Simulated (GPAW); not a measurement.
# Settings that the conductance of a Au chain with a Cl atom on top of one atom needs, part 4 of 4

Aim: the cheapest settings that leave the conductance of a Au chain with a Cl atom on top of one atom unchanged.

GPAW 26.7.0; GPAW LCAO, PAW setups; Landauer transmission from Green's functions with principal layers (ASE), zero bias.

So far, transmission at the Fermi level (one spin): step 2 (base settings) 0.298; step 18 (varying the width of the vacuum box) 0.365; step 19 (width of the vacuum box, box 6 Å) 0.0389; step 20 (varying the width of the vacuum box, box 7.5 Å) 0.278; step 21 (varying the width of the vacuum box, box 11 × 11 Å) 0.300.

### Step 22. Width of the vacuum box, box 13 × 13 Å

The cell differs from the one that the last finished run ended in (a 11.000 → 13.000 Å, b 11.000 → 13.000 Å).

File run.py:

```python
import json
import numpy as np
from ase import Atoms
from ase.transport.calculators import TransportCalculator
from gpaw import GPAW, FermiDirac
from gpaw.lcao.tools import get_lcao_hamiltonian
from scipy.linalg import eigh

# The junction with lead layers at both ends, along the third cell vector
device = Atoms(
    ['Au', 'Au', 'Au', 'Au', 'Au', 'Au', 'Cl', 'Au', 'Au', 'Au', 'Au', 'Au'],
    positions=[
        [6.50000, 6.50000, 1.30000],
        [6.50000, 6.50000, 3.90000],
        [6.50000, 6.50000, 6.50000],
        [6.50000, 6.50000, 9.10000],
        [6.50000, 6.50000, 11.70000],
        [6.50000, 6.50000, 14.30000],
        [8.61420, 6.50000, 14.30000],
        [6.50000, 6.50000, 16.90000],
        [6.50000, 6.50000, 19.50000],
        [6.50000, 6.50000, 22.10000],
        [6.50000, 6.50000, 24.70000],
        [6.50000, 6.50000, 27.30000]],
    cell=[[13.0, 0.0, 0.0], [0.0, 13.0, 0.0], [0.0, 0.0, 28.6]],
    pbc=True)

# One principal layer of the lead: the first 3 atoms of the device
lead = Atoms(
    ['Au', 'Au', 'Au'],
    positions=[
        [6.50000, 6.50000, 1.30000],
        [6.50000, 6.50000, 3.90000],
        [6.50000, 6.50000, 6.50000]],
    cell=[[13.0, 0.0, 0.0], [0.0, 13.0, 0.0], [0.0, 0.0, 7.8]],
    pbc=True)

settings = dict(mode='lcao', basis='dzp', xc='PBE', h=0.2,
                occupations=FermiDirac(0.1), maxiter=250,
                mixer=dict(beta=0.1, nmaxold=8, weight=100.0),
                convergence=dict(density=0.0001))
energies = np.arange(-2, 2 + 1e-9, 0.05)
eta = 0.0001
n1, n2 = 1, 1
# k and -k transmit alike, so half of the mesh across the current serves
mesh = [(i, j) for i in range(n1) for j in range(n2) if (i, j) <= (-i % n1, -j % n2)]
weights = np.array([1 if (i, j) == (-i % n1, -j % n2) else 2 for i, j in mesh]) / (n1 * n2)

# [... helper functions left out ...]
fermi_lead = ground_state(lead, (1, 1, 15), 'lead.txt')
fermi_device = ground_state(device, (1, 1, 3), 'device.txt')
# [... loop over the mesh left out, but for ...]
        # Shift the lead onto the potential of the device's first layer
        shift = ((H[:, 0, 0] - H0[:, 0, 0]) / S0[0, 0]).real.mean()
# [...]
kT = 8.617333e-5 * 77
bias = [0.1, 0.2, 0.5, 1.0, 1.5, 2.0]
# [... integrals and printing left out ...]
```

Command:

```
$ OMP_NUM_THREADS=1 OPENBLAS_NUM_THREADS=2 python run.py
```

The program printed:

```text
basis functions: device 178, principal layer 45
Fermi level: lead -5.2325 eV, device -5.0623 eV; lead shifted by -0.0043 eV
largest coupling past the next layer 2.46e-07 eV, largest misfit of the first layer 0.015 eV
  E-E_F (eV)   T (one spin)  [channel counts left out]
    -2.000    1.6841e+00
    -1.950    1.7717e+00
    -1.900    2.0099e+00
[...]
1.950    9.9949e-01
     2.000    9.9946e-01
conductance at 77 K: 0.2999 G0 a cell; thermopower 3.373 uV/K
current from the zero-bias T(E) at 0.1 V: 2.328 uA
current from the zero-bias T(E) at 0.2 V: 4.7002 uA
current from the zero-bias T(E) at 0.5 V: 14.626 uA
current from the zero-bias T(E) at 1.0 V: 36.198 uA
current from the zero-bias T(E) at 1.5 V: 58.251 uA
current from the zero-bias T(E) at 2.0 V: 91.692 uA
```

Run time: 70 s. Hardware: 2 threads of Intel Xeon Platinum 8559C (Emerald Rapids), shared host; peak memory 1.6 GiB.

One spin. Table of transmission, zone mean by energy, zero at the Fermi level:

energy (eV), transmission, zone mean and a bar:
```
    -2.00       1.68 #####################
    -1.90       2.01 #########################
    -1.80       2.27 #############################
    -1.70       2.28 #############################
    -1.55       2.39 ##############################
    -1.45       1.45 ##################
    -1.35       1.60 ####################
    -1.25       2.32 #############################
    -1.15       1.45 ##################
    -1.05       1.28 ################
    -0.90       1.12 ##############
    -0.80       1.03 #############
    -0.70       1.01 #############
    -0.60       1.00 #############
    -0.50       1.01 #############
    -0.40       1.05 #############
    -0.25       1.02 #############
    -0.15       0.57 #######
    -0.05       0.33 ####
     0.00       0.30 ####
     0.05       0.27 ###
     0.15       0.22 ###
     0.25       0.15 ##
     0.40       0.04 #
     0.50       0.00 
     0.60       0.06 #
     0.70       0.26 ###
     0.80       0.50 ######
     0.90       0.70 #########
     1.05       0.87 ###########
     1.15       0.92 ############
     1.25       0.96 ############
     1.35       0.97 ############
     1.45       0.99 ############
     1.55       0.99 ############
     1.70       1.00 #############
     1.80       1.00 #############
     1.90       1.00 #############
     2.00       1.00 #############
```

The conductance, 0.300 G₀, lies 0.7 % above that of the base run.

### Step 23. Convergence in the width of the vacuum box

The runs and the base run on one axis.

This step: convergence of the conductance (GPAW 26.7.0).

The conductance by width of the vacuum box:

| width of the vacuum box (Å) | conductance (G₀) |
| --- | --- |
| 5.00 | 0.361 |
| 6.00 | 0.0385 |
| 7.50 | 0.278 |
| 9.00 | 0.298 |
| 11.00 | 0.300 |
| 13.00 | 0.300 |

### Step 24. Outcome

```
conductance at the base settings                         : 0.298 G₀
range over the grid spacing (0.14 to 0.3 Å)              : 0.296 to 0.300 G₀
range over the density threshold (1.0e-6 to 0.1)         : 0.267 to 0.298 G₀
range over the k-points along the junction cell (1 to 6) : 0.292 to 0.298 G₀
range over the width of the vacuum box (5 to 13 Å)       : 0.0385 to 0.361 G₀
```

At the base settings the conductance, averaged at 77 K, is 0.298 G₀. In the grid spacing, no value tried moves the conductance by 3 %. In the density threshold, 0.001 already gives the conductance within 3 % of the finest value tried; currents at finite bias may need more. In the k-points along the junction cell, no value tried moves the conductance by 3 %. In the width of the vacuum box, 9 Å already gives the conductance within 3 % of the finest value tried; currents at finite bias may need more. The thresholds 0.01 and 0.1 ended after the same number of SCF steps: the energy test stopped those runs, so they are one result, not a plateau. Over the ranges tried, the width of the vacuum box moves it most, counted as a ratio. The geometry was built from estimated bond lengths and not relaxed, so the numbers describe this model structure. Spin-orbit coupling is left out, which matters for the heavy atoms here. An evenly spaced straight chain is an idealisation: free chains tend to dimerise, zigzag or, where a band edge lies near the Fermi level, turn magnetic. The currents use the zero-bias T(E) throughout, which holds only while the bias is small against the distance to the nearest feature.

[Logs are printed without paths, hosts, clocks, repeated set-up lines and the standing remarks that a program may print on its own settings, such as how far it seeks lower states.]

[Hosts, paths, dates, database ids (printed as entryN), source tags and the programs' standing remarks are cut or masked in the printed files.]
